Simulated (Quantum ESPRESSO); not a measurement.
# Voltage at the next charge: Fe(110), 4 layers, one monolayer of F on longbridge sites against an electrode

Method. Quantum ESPRESSO 7.5, PBE, GBRV ultrasoft; ESM with bc3, a metal electrode 4.95 Å above the top atoms; cell area 5.824 Å²; ions fixed. V is the potential energy of an electron at the electrode over the slab's Fermi level, divided by e, so that it equals the work function at zero charge; positive charge removes electrons.

```
charge (e a cell)   V (V)
                0   7.647
           0.0087   8.904
           0.0175  10.176
```

One more run was made and is withheld. What is V at a charge of 0.0349 e, and what capacitance do the rows imply?

**Worked estimate.** The last two rows give dV/dq = (10.176 − 8.904)/(0.0175 − 0.0087) = 144.5 V/e, so C = 1602/(5.824 × 144.5) = 1.90 µF/cm², an effective gap of 8.854/1.90 = 4.65 Å. At constant C, V = 10.176 + 144.5 × 0.0174 = 12.69 V.

What the calculation gave: V = 12.692 V; the estimate misses by 0.00 V, 0.0 % of the step. Over the three intervals C goes 1.90, 1.90 and 1.90 µF/cm².

**Limits.** Vacuum fills the gap; a dielectric or electrolyte would change C. The slab is thin.

[Logs are printed without paths, hosts, clocks, repeated set-up lines and the standing remarks that a program may print on its own settings, such as how far it seeks lower states.]
